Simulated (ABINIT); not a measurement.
# TaAgO3 (Pm-3m): a self-consistent loop beyond G0W0, cycle by cycle, part 2 of 3

Wanted: G0W0 and self-consistent gaps of TaAgO3 (Pm-3m), with the cost of the cycles.

ABINIT 10.8.3; PBEsol and many-body steps on it, plane waves. Known limits of the many-body steps: not at the basis limit; d shell near the gap, gap tends to lie low; no spin-orbit coupling; coarse k mesh.

So far. Step 5 (evGW0, cycle 1): Against G0W0 in ABINIT (2×2×2 mesh, 67 bands, screening to 106.1 eV, Godby-Needs plasmon pole), the gap moves by +0.106 eV. This first cycle still uses the starting levels; it takes the full correction, at all points of the mesh, and its linearised value is 2.272 eV. Step 6 (evGW0, cycle 2): Against the cycle before, the gap moves by −0.002 eV.

**7. Screening, 2×2×2 mesh, 67 bands, screening to 106.1 eV**

This step: RPA screening on PBEsol, plane waves, norm-conserving pseudopotentials.

run.abi reads:

```
acell 3*1.0 Angstrom
rprim 
  3.999370000000 0.000000000000 0.000000000000
  0.000000000000 3.999370000000 0.000000000000
  0.000000000000 0.000000000000 3.999370000000
ntypat 3
znucl 73 47 8
natom 5
typat 1 2 3 3 3
xred 
  0.000000000000 0.000000000000 0.000000000000
  0.500000000000 0.500000000000 0.500000000000
  0.000000000000 0.000000000000 0.500000000000
  0.000000000000 0.500000000000 0.000000000000
  0.500000000000 0.000000000000 0.000000000000
pp_dirpath "pseudos"
pseudos "Ta.upf, Ag.upf, O.upf"
ecut 37
ngkpt 2 2 2
nshiftk 1
shiftk 0 0 0
kptopt 1
chksymbreak 0
istwfk *1
occopt 1
irdwfk 1
optdriver 3
nband 67
ecuteps 3.9
inclvkb 2
awtr 1
symchi 1
gwcalctyp 10
mbpt_sciss 1.375 eV
nqptdm 1
qptdm 
  0 0 0
indata_prefix "in"
outdata_prefix "out"
tmpdata_prefix "tmp"
```

On the command line:

```sh
$ OMP_NUM_THREADS=1 mpirun -n 4 abinit run.abi > log
```

The log of the run:

```text
.Version 10.8.3 of ABINIT. v10.8.2 released Aug 2026.

 Symmetries : space group Pm -3 m (#221); Bravais cP (primitive cubic)
[... echo of the input left out ...]
== DATASET  1 ==================================================================
-   mpi_nproc: 4, omp_nthreads: 1 (-1 if OMP is not activated)

--- !DatasetInfo
iteration_state: {dtset: 1, }
dimensions: {natom: 5, nkpt: 4, mband: 67, nsppol: 1, nspinor: 1, nspden: 1, mpw: 4697, }
cutoff_energies: {ecut:  37.0, pawecutdg:  -1.0, }
electrons: {nelect:   5.00000000E+01, charge:   0.00000000E+00, occopt:   1.00000000E+00, tsmear:   1.00000000E-02, }

 SCREENING: Calculation of the susceptibility and dielectric matrices

 Based on a program developped by R.W. Godby, V. Olevano, G. Onida, and L. Reining.
 Incorporated in ABINIT by V. Olevano, G.-M. Rignanese, and M. Torrent.
.Using double precision arithmetic ; gwpc =  8

[... cell and pseudopotentials left out ...]
--------------------------------------------------------------------------------

 ==== K-mesh for the wavefunctions ====
 Number of points in the irreducible wedge :     4
[... list of points left out ...]
 Together with 48 symmetry operations and time-reversal symmetry
 yields     8 points in the full Brillouin Zone.

 ==== Q-mesh for the screening function ====
 Number of points in the irreducible wedge :     4
[... list of points left out ...]
 Together with 48 symmetry operations and time-reversal symmetry
 yields     8 points in the full Brillouin Zone.

 setmesh: FFT mesh size selected  =    27x   27x   27
          total number of points  =        19683

 vcoul_init : cutoff-mode = AUXILIARY_FUNCTION
 q-points for optical limit:   1
     1)      0.000010    0.000020    0.000030

 Dielectric matrix will be calculated only for some
 selected q points provided by the user through the input variables
 nqptdm and qptdm

- screening: taking advantage of time-reversal symmetry
- Maximum band index for partially occupied states nbvw = 25
- Remaining bands to be divided among processors   nbcw = 42
- Number of bands treated by each node ~10

 rdqps: reading QP wavefunctions of the previous step
        looking for file in_QPS
 file not found, 1st iteration initialized with KS eigenelements

 screening : performing a first self-consistency
 update of the energies in W by a scissor operator
 applying a scissor operator of [eV] :   1.375

 Number of electrons calculated from density =   50.0000; Expected =   50.0000
 average of density, n =  0.115824
 r_s =    1.2726
 omega_plasma =   32.8288 [eV]

 calculating chi0 at frequencies [eV] :
  1    0.000000E+00    0.000000E+00
  2    0.000000E+00    3.282879E+01

--------------------------------------------------------------------------------
  q-point number  1        q = ( 0.000000, 0.000000, 0.000000) [r.l.u.]
--------------------------------------------------------------------------------
[... chi0 elements left out ...]
 For q-point:  0.000010 0.000020 0.000030
  dielectric constant =   8.7828
  dielectric constant without local fields =   9.1174

  Average fulfillment of the sum rule on Im[epsilon] for q-point    1 :     38.72  [%]
[... wings left out ...]
== END DATASET(S) ==============================================================
================================================================================

 -outvars: echo values of variables after computation  --------
           etotal      0.0000000000E+00
            nband          67
             nkpt           4
          spgroup         221
 [... the other variables as echoed above ...]

 Calculation completed.
```

It took 6.3 s on 4 MPI ranks of Arm Neoverse V2, shared host; peak memory 0.62 GiB; 25 s of CPU time.

Numbers from this step:

```yaml
eps_infinity_with_local_fields_on_this_mesh_along_the_program_s_q_direction: 8.783
the_same_without_local_fields: 9.117
plasma_frequency: 32.83 eV
plane_waves_in_the_screening_matrix: 171
```

This screening uses the functional's bands under a rigid shift, the mean opening of the cycle before.

**8. Screening, 2×2×2 mesh, 67 bands, screening to 106.1 eV**

This step: RPA screening on PBEsol from quasiparticle energies, plane waves, norm-conserving pseudopotentials.

Changes to run.abi since step 7:

```diff
@@ -32,7 +32,9 @@
 symchi 1
+irdqps 1
 gwcalctyp 10
-mbpt_sciss 1.375 eV
-nqptdm 1
+nqptdm 3
 qptdm 
-  0 0 0
+  0.5000000000 0.0000000000 0.0000000000
+  0.5000000000 0.5000000000 0.0000000000
+  0.5000000000 0.5000000000 0.5000000000
 indata_prefix "in"
```

mrgscr.stdin reads:

```
2
merged
q0_SCR
out_SCR
1
```

On the command line:

```sh
$ OMP_NUM_THREADS=1 mpirun -n 4 abinit run.abi > log; mrgscr < mrgscr.stdin
```

The log of the run:

```text
.Version 10.8.3 of ABINIT. v10.8.2 released Aug 2026.

 Symmetries : space group Pm -3 m (#221); Bravais cP (primitive cubic)
[... echo of the input left out ...]
== DATASET  1 ==================================================================
-   mpi_nproc: 4, omp_nthreads: 1 (-1 if OMP is not activated)

--- !DatasetInfo
iteration_state: {dtset: 1, }
dimensions: {natom: 5, nkpt: 4, mband: 67, nsppol: 1, nspinor: 1, nspden: 1, mpw: 4697, }
cutoff_energies: {ecut:  37.0, pawecutdg:  -1.0, }
[...]
q-point number  1        q = ( 0.500000, 0.000000, 0.000000) [r.l.u.]
--------------------------------------------------------------------------------
[... chi0 elements left out ...]
  Average fulfillment of the sum rule on Im[epsilon] for q-point    2 :     49.82  [%]

--------------------------------------------------------------------------------
  q-point number  2        q = ( 0.500000, 0.500000, 0.000000) [r.l.u.]
--------------------------------------------------------------------------------
[... chi0 elements left out ...]
  Average fulfillment of the sum rule on Im[epsilon] for q-point    3 :     46.30  [%]

 [... 1 further q-points ...]
```

It took 3.9 s on 4 MPI ranks; peak memory 0.47 GiB; 15 s of CPU time.

Numbers from this step:

```
plasma frequency                    : 32.83 eV
plane waves in the screening matrix : 171
```

This screening reads the quasiparticle levels of the cycle before.

**9. evGW, cycle 1**

This step: evGW on PBEsol, plane waves, norm-conserving pseudopotentials.

Changes to run.abi since step 8:

```diff
@@ -26,12 +26,10 @@
 irdwfk 1
-optdriver 3
+optdriver 4
 nband 67
-ecuteps 3.9
-inclvkb 2
-awtr 1
-symchi 1
-irdqps 1
 gwcalctyp 10
-nqptdm 3
-qptdm 
+ecutsigx 37
+symsigma 1
+nkptgw 4
+kptgw 
+  0.0000000000 0.0000000000 0.0000000000
   0.5000000000 0.0000000000 0.0000000000
@@ -39,2 +37,11 @@
   0.5000000000 0.5000000000 0.5000000000
+bdgw 
+  12 34
+  12 34
+  12 34
+  12 34
+ecuteps 3.9
+irdscr 1
+ppmodel 1
+irdqps 1
 indata_prefix "in"
```

On the command line:

```sh
$ OMP_NUM_THREADS=1 mpirun -n 4 abinit run.abi > log
```

The log of the run:

```text
.Version 10.8.3 of ABINIT. v10.8.2 released Aug 2026.

 Symmetries : space group Pm -3 m (#221); Bravais cP (primitive cubic)
[... echo of the input left out ...]
== DATASET  1 ==================================================================
-   mpi_nproc: 4, omp_nthreads: 1 (-1 if OMP is not activated)

--- !DatasetInfo
iteration_state: {dtset: 1, }
dimensions: {natom: 5, nkpt: 4, mband: 67, nsppol: 1, nspinor: 1, nspden: 1, mpw: 4697, }
cutoff_energies: {ecut:  37.0, pawecutdg:  -1.0, }
[...]
.  kptgw no:  2; Maximum DeltaE = (  -0.171   0.000) for band index:  2
.  kptgw no:  3; Maximum DeltaE = (   0.138   0.000) for band index:  3
.  kptgw no:  4; Maximum DeltaE = (   0.142  -0.000) for band index:  5

== END DATASET(S) ==============================================================
================================================================================

 -outvars: echo values of variables after computation  --------
           etotal      0.0000000000E+00
            nband          67
             nkpt           4
          spgroup         221
 [... the other variables as echoed above ...]

 Calculation completed.
```

Run time: 17 s. Hardware: 4 MPI ranks; peak memory 1.2 GiB.

This step gave:

```
quasiparticle gap on the mesh                         : 2.709 eV
gap of the density functional on the mesh             : 1.588 eV
k of the valence top                                  : 0.5, 0.5, 0
k of the conduction bottom                            : 0, 0, 0
least direct quasiparticle gap on the computed points : 3.860 eV
```

Against G0W0 in ABINIT (2×2×2 mesh, 67 bands, screening to 106.1 eV, Godby-Needs plasmon pole), the gap moves by +0.437 eV.

**10. Screening, 2×2×2 mesh, 67 bands, screening to 106.1 eV**

This step: RPA screening on PBEsol, plane waves, norm-conserving pseudopotentials.

Changes to run.abi since step 9:

```diff
@@ -26,22 +26,13 @@
 irdwfk 1
-optdriver 4
+optdriver 3
 nband 67
+ecuteps 3.9
+inclvkb 2
+awtr 1
+symchi 1
 gwcalctyp 10
-ecutsigx 37
-symsigma 1
-nkptgw 4
-kptgw 
-  0.0000000000 0.0000000000 0.0000000000
-  0.5000000000 0.0000000000 0.0000000000
-  0.5000000000 0.5000000000 0.0000000000
-  0.5000000000 0.5000000000 0.5000000000
-bdgw 
-  12 34
-  12 34
-  12 34
-  12 34
-ecuteps 3.9
-irdscr 1
-ppmodel 1
-irdqps 1
+mbpt_sciss 1.747 eV
+nqptdm 1
+qptdm 
+  0 0 0
 indata_prefix "in"
```

The log of the run:

```text
.Version 10.8.3 of ABINIT. v10.8.2 released Aug 2026.

 Symmetries : space group Pm -3 m (#221); Bravais cP (primitive cubic)
[... echo of the input left out ...]
== DATASET  1 ==================================================================
-   mpi_nproc: 4, omp_nthreads: 1 (-1 if OMP is not activated)

--- !DatasetInfo
iteration_state: {dtset: 1, }
dimensions: {natom: 5, nkpt: 4, mband: 67, nsppol: 1, nspinor: 1, nspden: 1, mpw: 4697, }
cutoff_energies: {ecut:  37.0, pawecutdg:  -1.0, }
[...]
[... chi0 elements left out ...]
 For q-point:  0.000010 0.000020 0.000030
  dielectric constant =   8.3143
  dielectric constant without local fields =   8.6181

  Average fulfillment of the sum rule on Im[epsilon] for q-point    1 :     39.23  [%]
[... wings left out ...]
== END DATASET(S) ==============================================================
================================================================================

 -outvars: echo values of variables after computation  --------
           etotal      0.0000000000E+00
            nband          67
             nkpt           4
          spgroup         221
 [... the other variables as echoed above ...]

 Calculation completed.
```

Run time: 6.5 s. Hardware: 4 MPI ranks; peak memory 0.68 GiB; 26 s of CPU time.

Numbers from this step:

```
ε∞ with local fields, on this mesh, along the program's q direction : 8.314
the same without local fields                                       : 8.618
plasma frequency                                                    : 32.83 eV
plane waves in the screening matrix                                 : 171
```

This screening uses the functional's bands under a rigid shift, the mean opening of the cycle before.

**11. Screening, 2×2×2 mesh, 67 bands, screening to 106.1 eV**

This step: RPA screening on PBEsol from quasiparticle energies, plane waves, norm-conserving pseudopotentials.

Changes to run.abi since step 10:

```diff
@@ -32,7 +32,9 @@
 symchi 1
+irdqps 1
 gwcalctyp 10
-mbpt_sciss 1.747 eV
-nqptdm 1
+nqptdm 3
 qptdm 
-  0 0 0
+  0.5000000000 0.0000000000 0.0000000000
+  0.5000000000 0.5000000000 0.0000000000
+  0.5000000000 0.5000000000 0.5000000000
 indata_prefix "in"
```

mrgscr.stdin is that of step 8.

On the command line:

```sh
$ OMP_NUM_THREADS=1 mpirun -n 4 abinit run.abi > log; mrgscr < mrgscr.stdin
```

The log of the run:

```text
.Version 10.8.3 of ABINIT. v10.8.2 released Aug 2026.

 Symmetries : space group Pm -3 m (#221); Bravais cP (primitive cubic)
[... echo of the input left out ...]
== DATASET  1 ==================================================================
-   mpi_nproc: 4, omp_nthreads: 1 (-1 if OMP is not activated)

--- !DatasetInfo
iteration_state: {dtset: 1, }
dimensions: {natom: 5, nkpt: 4, mband: 67, nsppol: 1, nspinor: 1, nspden: 1, mpw: 4697, }
cutoff_energies: {ecut:  37.0, pawecutdg:  -1.0, }
[...]
q-point number  1        q = ( 0.500000, 0.000000, 0.000000) [r.l.u.]
--------------------------------------------------------------------------------
[... chi0 elements left out ...]
  Average fulfillment of the sum rule on Im[epsilon] for q-point    2 :     50.53  [%]

--------------------------------------------------------------------------------
  q-point number  2        q = ( 0.500000, 0.500000, 0.000000) [r.l.u.]
--------------------------------------------------------------------------------
[... chi0 elements left out ...]
  Average fulfillment of the sum rule on Im[epsilon] for q-point    3 :     46.90  [%]

 [... 1 further q-points ...]
```

It took 3.9 s on 4 MPI ranks; peak memory 0.47 GiB; 15 s of CPU time.

Numbers from this step:

| Property | Result |
| --- | --- |
| plasma frequency | 32.83 eV |
| plane waves in the screening matrix | 171 |

This screening reads the quasiparticle levels of the cycle before.

**12. evGW, cycle 2**

This step: evGW on PBEsol, plane waves, norm-conserving pseudopotentials.

Changes to run.abi since step 11:

```diff
@@ -26,12 +26,10 @@
 irdwfk 1
-optdriver 3
+optdriver 4
 nband 67
-ecuteps 3.9
-inclvkb 2
-awtr 1
-symchi 1
-irdqps 1
 gwcalctyp 10
-nqptdm 3
-qptdm 
+ecutsigx 37
+symsigma 1
+nkptgw 4
+kptgw 
+  0.0000000000 0.0000000000 0.0000000000
   0.5000000000 0.0000000000 0.0000000000
@@ -39,2 +37,11 @@
   0.5000000000 0.5000000000 0.5000000000
+bdgw 
+  12 34
+  12 34
+  12 34
+  12 34
+ecuteps 3.9
+irdscr 1
+ppmodel 1
+irdqps 1
 indata_prefix "in"
```

On the command line:

```sh
$ OMP_NUM_THREADS=1 mpirun -n 4 abinit run.abi > log
```

The log of the run:

```text
.Version 10.8.3 of ABINIT. v10.8.2 released Aug 2026.

 Symmetries : space group Pm -3 m (#221); Bravais cP (primitive cubic)
[... echo of the input left out ...]
== DATASET  1 ==================================================================
-   mpi_nproc: 4, omp_nthreads: 1 (-1 if OMP is not activated)

--- !DatasetInfo
iteration_state: {dtset: 1, }
dimensions: {natom: 5, nkpt: 4, mband: 67, nsppol: 1, nspinor: 1, nspden: 1, mpw: 4697, }
cutoff_energies: {ecut:  37.0, pawecutdg:  -1.0, }
[...]
.  kptgw no:  2; Maximum DeltaE = (   0.047  -0.001) for band index:  9
.  kptgw no:  3; Maximum DeltaE = (   0.032  -0.000) for band index: 10
.  kptgw no:  4; Maximum DeltaE = (   0.028  -0.000) for band index: 10

== END DATASET(S) ==============================================================
================================================================================

 -outvars: echo values of variables after computation  --------
           etotal      0.0000000000E+00
            nband          67
             nkpt           4
          spgroup         221
 [... the other variables as echoed above ...]

 Calculation completed.
```

Wall time 17 s (4 MPI ranks); peak memory 1.2 GiB.

This step gave:

| Quantity | Value |
| --- | --- |
| quasiparticle gap on the mesh | 2.773 eV |
| gap of the density functional on the mesh | 1.588 eV |
| k of the valence top | 0.5, 0.5, 0 |
| k of the conduction bottom | 0, 0, 0 |
| least direct quasiparticle gap on the computed points | 3.928 eV |

Against the cycle before, the gap moves by +0.064 eV.

**13. Screening, 2×2×2 mesh, 67 bands, screening to 106.1 eV**

This step: RPA screening on PBEsol, plane waves, norm-conserving pseudopotentials.

Changes to run.abi since step 12:

```diff
@@ -26,22 +26,13 @@
 irdwfk 1
-optdriver 4
+optdriver 3
 nband 67
+ecuteps 3.9
+inclvkb 2
+awtr 1
+symchi 1
 gwcalctyp 10
-ecutsigx 37
-symsigma 1
-nkptgw 4
-kptgw 
-  0.0000000000 0.0000000000 0.0000000000
-  0.5000000000 0.0000000000 0.0000000000
-  0.5000000000 0.5000000000 0.0000000000
-  0.5000000000 0.5000000000 0.5000000000
-bdgw 
-  12 34
-  12 34
-  12 34
-  12 34
-ecuteps 3.9
-irdscr 1
-ppmodel 1
-irdqps 1
+mbpt_sciss 1.815 eV
+nqptdm 1
+qptdm 
+  0 0 0
 indata_prefix "in"
```

The log of the run:

```text
.Version 10.8.3 of ABINIT. v10.8.2 released Aug 2026.

 Symmetries : space group Pm -3 m (#221); Bravais cP (primitive cubic)
[... echo of the input left out ...]
== DATASET  1 ==================================================================
-   mpi_nproc: 4, omp_nthreads: 1 (-1 if OMP is not activated)

--- !DatasetInfo
iteration_state: {dtset: 1, }
dimensions: {natom: 5, nkpt: 4, mband: 67, nsppol: 1, nspinor: 1, nspden: 1, mpw: 4697, }
cutoff_energies: {ecut:  37.0, pawecutdg:  -1.0, }
[...]
[... chi0 elements left out ...]
 For q-point:  0.000010 0.000020 0.000030
  dielectric constant =   8.2357
  dielectric constant without local fields =   8.5345

  Average fulfillment of the sum rule on Im[epsilon] for q-point    1 :     39.32  [%]
[... wings left out ...]
== END DATASET(S) ==============================================================
================================================================================

 -outvars: echo values of variables after computation  --------
           etotal      0.0000000000E+00
            nband          67
             nkpt           4
          spgroup         221
 [... the other variables as echoed above ...]

 Calculation completed.
```

Wall time 6.6 s (4 MPI ranks); peak memory 0.68 GiB; 26 s of CPU time.

This step gave:

* ε∞ with local fields, on this mesh, along the program's q direction: 8.236
* the same without local fields: 8.534
* plasma frequency: 32.83 eV
* plane waves in the screening matrix: 171

This screening uses the functional's bands under a rigid shift, the mean opening of the cycle before.

[end of part 2 of 3]

[Paths, hosts, dates, memory and timing lines, banners, echoed tables and standing remarks are left out of the program output.]

[Logs are printed without paths, hosts, clocks, repeated set-up lines and the standing remarks that a program may print on its own settings, such as how far it seeks lower states.]

[Runs of the session that timed out or met a known fault of the program may be left out.]

[Hosts, paths, dates, database ids (printed as entryN), source tags and the programs' standing remarks are cut or masked in the printed files.]

[G0W0 gaps are taken among the corrected bands and points alone; a level outside them can change the order at an edge.]

[Where Ansatz stands beside ABINIT at settings called matched, ABINIT's density can come from a denser mesh and the files from another edition; pairs whose starting gaps differed by over 0.03 eV were left out, so agreement reads better than it is.]
